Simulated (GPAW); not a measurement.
# Work function of Si/W(100) at several levels

Wanted: work functions and dipole of Si/W(100), with the cost of each level.

Method: GPAW, PAW setups; slab in vacuum, relaxation, in the first sound run; inputs show where later runs differ, in GPAW 26.7.0.

Most raw output is cut from this account.

**1. Starting point**

The cell holds 6 atoms: 5 W and 1 Si. Its edges and angles: a = 3.160 Å, b = 3.160 Å, c = 22.116 Å, α = 90.0°, β = 90.0°, γ = 90.0°. Vacuum lies along c.

**2. Relaxation**

The atoms are relaxed first, since the surface dipole, and with it the work function, follows the positions of the outer layers. The lowest 3 atoms are held at bulk positions and keep their forces.

Contents of run.py:

```python
import json
import numpy as np
from ase import Atoms
from ase.constraints import FixAtoms
from ase.optimize import BFGS
from gpaw import GPAW, PW

slab = Atoms(
    ['W', 'W', 'W', 'W', 'W', 'Si'],
    positions=[
        [0.00000, 0.00000, 7.00000],
        [1.58000, 1.58000, 8.58000],
        [0.00000, 0.00000, 10.16000],
        [1.58000, 1.58000, 11.74000],
        [0.00000, 0.00000, 13.32000],
        [1.58000, 1.58000, 15.11556]],
    cell=[[3.16, 0.0, 0.0], [0.0, 3.16, 0.0], [0.0, 0.0, 22.11556]],
    pbc=[True, True, False])

slab.calc = GPAW(mode=PW(400), xc='PBE', kpts={'size': (10, 10, 1), 'gamma': True},
                 occupations={'name': 'fermi-dirac', 'width': 0.1}, nbands='200%',
                 convergence={'density': 1e-05}, maxiter=200,
                 poissonsolver={'dipolelayer': 'xy'},
                 symmetry={'tolerance': 1e-3, 'extra_ids': [1, 1, 1, 0, 0, 0]}, txt='slab.txt')
result = {}
slab.set_constraint(FixAtoms([0, 1, 2]))
path = []
opt = BFGS(slab, maxstep=0.2)
opt.attach(lambda: path.append((slab.get_potential_energy(), slab.positions.tolist(), slab.get_forces().tolist())))
result['relaxed'] = bool(opt.run(fmax=0.03, steps=40))
result['path'] = path
energy = slab.get_potential_energy()
fermi = slab.calc.get_fermi_level()
v = slab.calc.get_electrostatic_potential().mean((0, 1)) - fermi
n = slab.calc.get_pseudo_density().mean((0, 1))
L = slab.cell[2, 2]
z = np.arange(len(v)) * L / len(v)
low, high = slab.positions[:, 2].min(), slab.positions[:, 2].max()
below, above = np.interp([low - 4.8, high + 4.8], z, v)
slopes = [np.interp(x, z, np.gradient(v, z)) for x in (low - 4.8, high + 4.8)]
eps = np.array([[slab.calc.get_eigenvalues(k, s) for k in range(len(slab.calc.get_ibz_k_points()))]
                for s in range(slab.calc.get_number_of_spins())]) - fermi
top, bottom = eps[eps < 0].max(), eps[eps > 0].min()
dipole = slab.get_dipole_moment()[2]
print(f'energy {energy:.4f} eV, Fermi level {fermi:.4f} eV, dipole {dipole:.5f} e A')
print(f'potential 4.8 A off the faces, from the Fermi level: lower {below:.4f} eV, upper {above:.4f} eV')
print(f'slope of the potential there: lower {slopes[0]:.5f}, upper {slopes[1]:.5f} eV/A')
print(f'nearest levels on the mesh: {top:.4f} and {bottom:.4f} eV')
print('magnetic moment', round(slab.get_magnetic_moment(), 3))
result.update(energy=energy, fermi=fermi, dipole=dipole, below=below, above=above, slopes=slopes, edges=[top, bottom],
              z=z.tolist(), v=v.tolist(), n=n.tolist(), positions=slab.positions.tolist(),
              forces=slab.get_forces(apply_constraint=False).tolist(), moments=slab.get_magnetic_moments().tolist())
json.dump(result, open('result.json', 'w'))
```

On the command line:

```sh
OMP_NUM_THREADS=1 OPENBLAS_NUM_THREADS=1 python run.py
```

Wall time 38 min (1 thread of Intel Xeon Platinum 8259CL at 2.50GHz (Skylake/Cascade Lake), shared host); peak memory 0.3 GiB.

Relaxation path:

```csv
step,energy less that of the first step (eV),largest force (eV/Å)
1,0.0000,1.6136
2,-0.0651,1.6127
3,-0.4378,1.0859
4,-0.4831,1.6687
5,-0.5197,1.0106
6,-0.5466,0.5372
7,-0.5724,0.4771
8,-0.5821,0.6266
9,-0.5981,0.7216
10,-0.6185,0.6042
11,-0.6323,0.2356
12,-0.6355,0.0416
13,-0.6357,0.0021
```

The atoms that moved most (Å):

```csv
atom,dx,dy,dz,length
Si6,0.000,0.000,-0.521,0.521
W5,0.000,0.000,0.034,0.034
W4,0.000,0.000,0.031,0.031
```

The relaxed structure:

```cif
data_structure
_symmetry_space_group_name_H-M 'P 1'
_symmetry_Int_Tables_number 1
_cell_length_a 3.1600
_cell_length_b 3.1600
_cell_length_c 22.1156
_cell_angle_alpha 90.000
_cell_angle_beta 90.000
_cell_angle_gamma 90.000
_cell_volume 220.84
loop_
_atom_site_label
_atom_site_type_symbol
_atom_site_fract_x
_atom_site_fract_y
_atom_site_fract_z
_atom_site_occupancy
W1 W 0.00000 0.00000 0.31652 1
W2 W 0.50000 0.50000 0.38796 1
W3 W 0.00000 0.00000 0.45941 1
W4 W 0.50000 0.50000 0.53227 1
W5 W 0.00000 0.00000 0.60383 1
Si6 Si 0.50000 0.50000 0.65994 1
```

This step gave:

```yaml
dipole_along_the_normal: -0.004736 e·Å
levels_nearest_the_fermi_level_on_the_mesh: -0.003789, 0.009241 eV from the Fermi level
upper_work_function: 4.361 eV
lower_work_function: 4.273 eV
```

The electrostatic potential energy of an electron (without an applied field's), less the Fermi level, planar mean oscillates, so the rows of the table below give means over windows of 1.58 Å about each position, cut where the curve ends. Its maxima inside the range that stand out by 2 % of the span (Å: eV): 7.8: -8.57, 9.4: -9.09, 11.0: -8.59, 12.5: -8.96, 14.1: -11.8. Its minima: 7.1: -19.9, 8.6: -20.5, 10.1: -20.5, 11.8: -20.7, 13.4: -21.2, 14.5: -13.7.

Electrostatic potential energy of an electron (without an applied field's), less the Fermi level, planar mean against z; means over each step:

```csv
z (Å),"electrostatic potential energy of an electron (without an applied field's), less the Fermi level, planar mean (eV)"
0.79,4.28
2.37,4.27
3.95,4.19
5.53,1.59
7.11,-13.6
8.69,-14.6
10.27,-14.5
11.85,-14.6
13.43,-15.6
15.01,-6.22
16.59,4.01
18.17,4.36
19.75,4.36
21.33,4.36
```

Pseudo valence density, planar mean against z:

```csv
z (Å),"pseudo valence density, planar mean (e/Å³)"
0.00,0
0.63,0
1.26,3.4e-6
1.68,8.7e-6
2.32,3.7e-5
2.95,1.5e-4
3.58,6.2e-4
4.21,0.00251
4.63,0.00635
5.27,0.0249
5.90,0.105
6.53,0.596
7.16,1.22
7.79,0.530
8.21,0.881
8.85,1.06
9.48,0.539
10.11,1.36
10.74,0.587
11.16,0.563
11.79,1.37
12.43,0.556
13.06,1.01
13.69,0.963
14.11,0.468
14.74,0.235
15.38,0.144
16.01,0.0365
16.64,0.00657
17.27,0.00110
17.69,3.3e-4
18.32,5.5e-5
18.96,8.5e-6
19.59,2.0e-6
20.22,0
20.64,0
21.27,0
21.90,0
```

The relaxation lowered the energy of the cell by 0.636 eV (energies extrapolated to zero smearing; the optimiser's log prints free energies). The largest force left on a free atom is 0.0021 eV/Å.

**3. The slab's potential**

With the geometry fixed, the planar mean of the potential gives the vacuum level on each side.

This step: GPAW, PAW setups; slab in vacuum (GPAW 26.7.0).

Edit run.py of step 2 so:

```diff
@@ -3,4 +3,2 @@
 from ase import Atoms
-from ase.constraints import FixAtoms
-from ase.optimize import BFGS
 from gpaw import GPAW, PW
@@ -13,5 +11,5 @@
         [0.00000, 0.00000, 10.16000],
-        [1.58000, 1.58000, 11.74000],
-        [0.00000, 0.00000, 13.32000],
-        [1.58000, 1.58000, 15.11556]],
+        [1.58000, 1.58000, 11.77137],
+        [0.00000, 0.00000, 13.35394],
+        [1.58000, 1.58000, 14.59486]],
     cell=[[3.16, 0.0, 0.0], [0.0, 3.16, 0.0], [0.0, 0.0, 22.11556]],
@@ -23,10 +21,4 @@
                  poissonsolver={'dipolelayer': 'xy'},
-                 symmetry={'tolerance': 1e-3, 'extra_ids': [1, 1, 1, 0, 0, 0]}, txt='slab.txt')
+                 symmetry={'tolerance': 1e-3}, txt='slab.txt')
 result = {}
-slab.set_constraint(FixAtoms([0, 1, 2]))
-path = []
-opt = BFGS(slab, maxstep=0.2)
-opt.attach(lambda: path.append((slab.get_potential_energy(), slab.positions.tolist(), slab.get_forces().tolist())))
-result['relaxed'] = bool(opt.run(fmax=0.03, steps=40))
-result['path'] = path
 energy = slab.get_potential_energy()
```

Wall time 3.3 min (1 thread); peak memory 0.29 GiB.

Numbers from this step:

| Property | Result |
| --- | --- |
| dipole along the normal | -0.004770 e·Å |
| levels nearest the Fermi level on the mesh | -0.003796, 0.009216 eV from the Fermi level |
| lower work function | 4.272 eV |

The electrostatic potential energy of an electron (without an applied field's), less the Fermi level, planar mean oscillates, so the rows of the table below give means over windows of 1.58 Å about each position, cut where the curve ends. Its maxima inside the range that stand out by 2 % of the span (Å: eV): 7.8: -8.57, 9.4: -9.09, 11.0: -8.59, 12.5: -8.96, 14.1: -11.8. Its minima: 7.1: -19.9, 8.6: -20.5, 10.1: -20.5, 11.8: -20.7, 13.4: -21.2, 14.5: -13.7.

Electrostatic potential energy of an electron (without an applied field's), less the Fermi level, planar mean against z; means over each step:

(Unchanged from step 2.)

Table of pseudo valence density, planar mean by z:

```csv
z (Å),"pseudo valence density, planar mean (e/Å³)"
0.00,0
0.63,0
1.26,3.4e-6
1.68,8.8e-6
2.32,3.7e-5
2.95,1.5e-4
3.58,6.2e-4
4.21,0.00251
4.63,0.00635
5.27,0.0249
5.90,0.105
6.53,0.596
7.16,1.22
7.79,0.530
8.21,0.881
8.85,1.06
9.48,0.539
10.11,1.36
10.74,0.587
11.16,0.563
11.79,1.37
12.43,0.556
13.06,1.01
13.69,0.963
14.11,0.468
14.74,0.235
15.38,0.144
16.01,0.0365
16.64,0.00657
17.27,0.00110
17.69,3.3e-4
18.32,5.5e-5
18.96,8.5e-6
19.59,2.0e-6
20.22,0
20.64,0
21.27,0
21.90,0
```

Force by atom:

```csv
atom,x (eV/Å),y (eV/Å),z (eV/Å),size
W1,0.00,0.00,1.24,1.24
W2,0.00,0.00,-1.21,1.21
W3,0.00,0.00,-0.03,0.03
W4,0.00,0.00,0.00,0.00
W5,0.00,0.00,0.00,0.00
Si6,0.00,0.00,0.00,0.00
```

The potential is flat to 0.002 eV/Å where it is read, so the vacuum is wide enough.

**4. OptPBE vdW: xc = "optPBE-vdW"**

The same geometry under optPBE-vdW, to see how far the functional moves the levels against the vacuum (the van der Waals functionals take revPBE setups).

Edit run.py of step 3 so:

```diff
@@ -17,3 +17,3 @@
 
-slab.calc = GPAW(mode=PW(400), xc='PBE', kpts={'size': (10, 10, 1), 'gamma': True},
+slab.calc = GPAW(mode=PW(400), xc='optPBE-vdW', kpts={'size': (10, 10, 1), 'gamma': True},
                  occupations={'name': 'fermi-dirac', 'width': 0.1}, nbands='200%',
```

Run time: 3.5 min. Hardware: 1 thread; peak memory 0.42 GiB.

Numbers from this step:

* dipole along the normal: -0.003054 e·Å
* levels nearest the Fermi level on the mesh: -0.01169, 0.01479 eV from the Fermi level
* upper work function: 4.531 eV
* lower work function: 4.472 eV

The electrostatic potential energy of an electron (without an applied field's), less the Fermi level, planar mean oscillates, so the rows of the table below give means over windows of 1.58 Å about each position, cut where the curve ends. Its maxima inside the range that stand out by 2 % of the span (Å: eV): 7.8: -8.58, 9.4: -9.09, 11.0: -8.60, 12.5: -8.97, 14.1: -11.8. Its minima: 7.1: -19.9, 8.6: -20.5, 10.1: -20.5, 11.8: -20.7, 13.4: -21.1, 14.5: -13.7.

Table of electrostatic potential energy of an electron (without an applied field's), less the Fermi level, planar mean by z; means over each step:

```csv
z (Å),"electrostatic potential energy of an electron (without an applied field's), less the Fermi level, planar mean (eV)"
0.79,4.48
2.37,4.47
3.95,4.37
5.53,1.67
7.11,-13.6
8.69,-14.6
10.27,-14.5
11.85,-14.6
13.43,-15.6
15.01,-6.21
16.59,4.14
18.17,4.52
19.75,4.53
21.33,4.53
```

Pseudo valence density, planar mean against z:

z (Å), pseudo valence density, planar mean (e/Å³) and a bar from the least value:
```
     0.00       0.00 
     0.63       0.00 
     1.26       0.00 
     1.68       0.00 
     2.32       0.00 
     2.95       0.00 
     3.58       0.00 
     4.21       0.00 
     4.63       0.01 
     5.27       0.03 #
     5.90       0.10 ##
     6.53       0.60 #############
     7.16       1.22 ###########################
     7.79       0.53 ############
     8.21       0.88 ###################
     8.85       1.06 #######################
     9.48       0.54 ############
    10.11       1.36 ##############################
    10.74       0.59 #############
    11.16       0.56 ############
    11.79       1.37 ##############################
    12.43       0.56 ############
    13.06       1.01 ######################
    13.69       0.96 #####################
    14.11       0.47 ##########
    14.74       0.23 #####
    15.38       0.14 ###
    16.01       0.04 #
    16.64       0.01 
    17.27       0.00 
    17.69       0.00 
    18.32       0.00 
    18.96       0.00 
    19.59       0.00 
    20.22       0.00 
    20.64       0.00 
    21.27       0.00 
    21.90       0.00
```

Force by atom:

```csv
atom,x (eV/Å),y (eV/Å),z (eV/Å),size
W1,0.00,0.00,0.86,0.86
W2,0.00,0.00,-1.23,1.23
W3,0.00,0.00,-0.03,0.03
W4,0.00,0.00,-0.03,0.03
W5,0.00,0.00,0.11,0.11
Si6,0.00,0.00,0.32,0.32
```

The upper face's work function is 4.531 eV, against 4.361 eV in the first plane-wave PBE run at this geometry.

**5. Self-consistent run: xc = "RPBE"**

The same geometry under RPBE, to see how far the functional moves the levels against the vacuum.

Edit run.py of step 4 so:

```diff
@@ -17,3 +17,3 @@
 
-slab.calc = GPAW(mode=PW(400), xc='optPBE-vdW', kpts={'size': (10, 10, 1), 'gamma': True},
+slab.calc = GPAW(mode=PW(400), xc='RPBE', kpts={'size': (10, 10, 1), 'gamma': True},
                  occupations={'name': 'fermi-dirac', 'width': 0.1}, nbands='200%',
```

Wall time 3.2 min (1 thread); peak memory 0.29 GiB.

This step gave:

```yaml
dipole_along_the_normal: -0.009249 e·Å
levels_nearest_the_fermi_level_on_the_mesh: -0.003643, 0.008453 eV from the Fermi level
upper_work_function: 4.293 eV
lower_work_function: 4.123 eV
```

The upper face's work function is 4.293 eV, against 4.361 eV in the first plane-wave PBE run at this geometry.

**6. Self-consistent run: xc = "vdW-DF2"**

The same geometry under vdW-DF2, to see how far the functional moves the levels against the vacuum (the van der Waals functionals take revPBE setups).

Edit run.py of step 5 so:

```diff
@@ -17,3 +17,3 @@
 
-slab.calc = GPAW(mode=PW(400), xc='RPBE', kpts={'size': (10, 10, 1), 'gamma': True},
+slab.calc = GPAW(mode=PW(400), xc='vdW-DF2', kpts={'size': (10, 10, 1), 'gamma': True},
                  occupations={'name': 'fermi-dirac', 'width': 0.1}, nbands='200%',
```

Elapsed: 3.8 min, on 1 thread; peak memory 0.42 GiB.

This step gave:

```yaml
dipole_along_the_normal: 0.001731 e·Å
levels_nearest_the_fermi_level_on_the_mesh: -0.01297, 0.01438 eV from the Fermi level
upper_work_function: 4.600 eV
lower_work_function: 4.628 eV
```

The electrostatic potential energy of an electron (without an applied field's), less the Fermi level, planar mean oscillates, so the rows of the table below give means over windows of 1.58 Å about each position, cut where the curve ends. Its maxima inside the range that stand out by 2 % of the span (Å: eV): 7.8: -8.83, 9.4: -9.36, 11.0: -8.87, 12.5: -9.24, 14.1: -11.9. Its minima: 7.1: -20.1, 8.6: -20.8, 10.1: -20.8, 11.8: -20.9, 13.4: -21.4, 14.5: -13.7.

The electrostatic potential energy of an electron (without an applied field's), less the Fermi level, planar mean by z; means over each step:

z (Å), electrostatic potential energy of an electron (without an applied field's), less the Fermi level, planar mean (eV) and a bar from the least value:
```
     0.79        4.6 ##############################
     2.37        4.6 ##############################
     3.95        4.5 ##############################
     5.53        1.7 ##########################
     7.11      -13.8 ###
     8.69      -14.8 #
    10.27      -14.8 #
    11.85      -14.8 #
    13.43      -15.8 
    15.01       -6.2 ##############
    16.59        4.2 #############################
    18.17        4.6 ##############################
    19.75        4.6 ##############################
    21.33        4.6 ##############################
```

The upper face's work function is 4.600 eV, against 4.361 eV in the first plane-wave PBE run at this geometry.

**7. Self-consistent run: xc = "LDA"**

The same geometry under LDA, to see how far the functional moves the levels against the vacuum.

Edit run.py of step 6 so:

```diff
@@ -17,3 +17,3 @@
 
-slab.calc = GPAW(mode=PW(400), xc='vdW-DF2', kpts={'size': (10, 10, 1), 'gamma': True},
+slab.calc = GPAW(mode=PW(400), xc='LDA', kpts={'size': (10, 10, 1), 'gamma': True},
                  occupations={'name': 'fermi-dirac', 'width': 0.1}, nbands='200%',
```

The job ended after 3.2 min (1 thread; peak memory 0.29 GiB).

This step gave:

```
dipole along the normal                    : 0.001546 e·Å
levels nearest the Fermi level on the mesh : -0.006717, 0.005792 eV from the Fermi level
upper work function                        : 4.531 eV
lower work function                        : 4.557 eV
```

The upper face's work function is 4.531 eV, against 4.361 eV in the first plane-wave PBE run at this geometry.

**8. Self-consistent run: xc = "revPBE"**

The same geometry under revPBE, to see how far the functional moves the levels against the vacuum.

Edit run.py of step 7 so:

```diff
@@ -17,3 +17,3 @@
 
-slab.calc = GPAW(mode=PW(400), xc='LDA', kpts={'size': (10, 10, 1), 'gamma': True},
+slab.calc = GPAW(mode=PW(400), xc='revPBE', kpts={'size': (10, 10, 1), 'gamma': True},
                  occupations={'name': 'fermi-dirac', 'width': 0.1}, nbands='200%',
```

Wall time 3.4 min (1 thread); peak memory 0.29 GiB.

Numbers from this step:

| Property | Result |
| --- | --- |
| dipole along the normal | -0.008044 e·Å |
| levels nearest the Fermi level on the mesh | -0.003570, 0.008581 eV from the Fermi level |
| upper work function | 4.292 eV |
| lower work function | 4.143 eV |

The electrostatic potential energy of an electron (without an applied field's), less the Fermi level, planar mean oscillates, so the rows of the table below give means over windows of 1.58 Å about each position, cut where the curve ends. Its maxima inside the range that stand out by 2 % of the span (Å: eV): 7.8: -8.64, 9.4: -9.15, 11.0: -8.66, 12.5: -9.04, 14.1: -11.9. Its minima: 7.1: -20.0, 8.6: -20.6, 10.1: -20.6, 11.8: -20.7, 13.4: -21.2, 14.5: -13.8.

Electrostatic potential energy of an electron (without an applied field's), less the Fermi level, planar mean against z; means over each step:

```csv
z (Å),"electrostatic potential energy of an electron (without an applied field's), less the Fermi level, planar mean (eV)"
0.79,4.15
2.37,4.14
3.95,4.06
5.53,1.49
7.11,-13.6
8.69,-14.6
10.27,-14.6
11.85,-14.6
13.43,-15.6
15.01,-6.29
16.59,3.94
18.17,4.29
19.75,4.29
21.33,4.29
```

The upper face's work function is 4.292 eV, against 4.361 eV in the first plane-wave PBE run at this geometry.

**9. Real-space grid: mode = "fd"**

A real-space grid is a second complete basis, so it checks the plane-wave result.

Edit run.py of step 8 so:

```diff
@@ -3,3 +3,3 @@
 from ase import Atoms
-from gpaw import GPAW, PW
+from gpaw import GPAW
 
@@ -17,3 +17,3 @@
 
-slab.calc = GPAW(mode=PW(400), xc='revPBE', kpts={'size': (10, 10, 1), 'gamma': True},
+slab.calc = GPAW(mode='fd', h=0.18, xc='PBE', kpts={'size': (10, 10, 1), 'gamma': True},
                  occupations={'name': 'fermi-dirac', 'width': 0.1}, nbands='200%',
```

The job ended after 24 min (1 thread; peak memory 1.2 GiB).

This step gave:

```yaml
dipole_along_the_normal: -0.004879 e·Å
levels_nearest_the_fermi_level_on_the_mesh: -0.003520, 0.009095 eV from the Fermi level
upper_work_function: 4.361 eV
lower_work_function: 4.272 eV
```

The electrostatic potential energy of an electron (without an applied field's), less the Fermi level, planar mean oscillates, so the rows of the table below give means over windows of 1.61 Å about each position, cut where the curve ends. Its maxima inside the range that stand out by 2 % of the span (Å: eV): 7.8: -8.61, 9.4: -9.08, 11.0: -8.59, 12.6: -8.94, 14.1: -11.8. Its minima: 7.0: -20.0, 8.6: -20.6, 10.2: -20.6, 11.8: -20.7, 13.4: -21.2, 14.5: -13.7.

The electrostatic potential energy of an electron (without an applied field's), less the Fermi level, planar mean by z; means over each step:

z (Å), electrostatic potential energy of an electron (without an applied field's), less the Fermi level, planar mean (eV) and a bar from the least value:
```
     0.81        4.3 ##############################
     2.42        4.3 ##############################
     4.02        4.2 ##############################
     5.63        0.8 #########################
     7.24      -13.8 ###
     8.85      -14.6 ##
    10.46      -14.4 ##
    12.07      -14.6 ##
    13.68      -15.9 
    15.29       -3.3 ###################
    16.90        4.2 ##############################
    18.51        4.4 ##############################
    20.12        4.4 ##############################
    21.73        4.4 ##############################
```

The upper face's work function is 4.361 eV, against 4.361 eV in the first plane-wave PBE run at this geometry.

(Part 1 of 2 ends here.)

[Logs are printed without paths, hosts, clocks, repeated set-up lines and the standing remarks that a program may print on its own settings, such as how far it seeks lower states.]

[Hosts, paths, dates, database ids (printed as entryN), source tags and the programs' standing remarks are cut or masked in the printed files.]
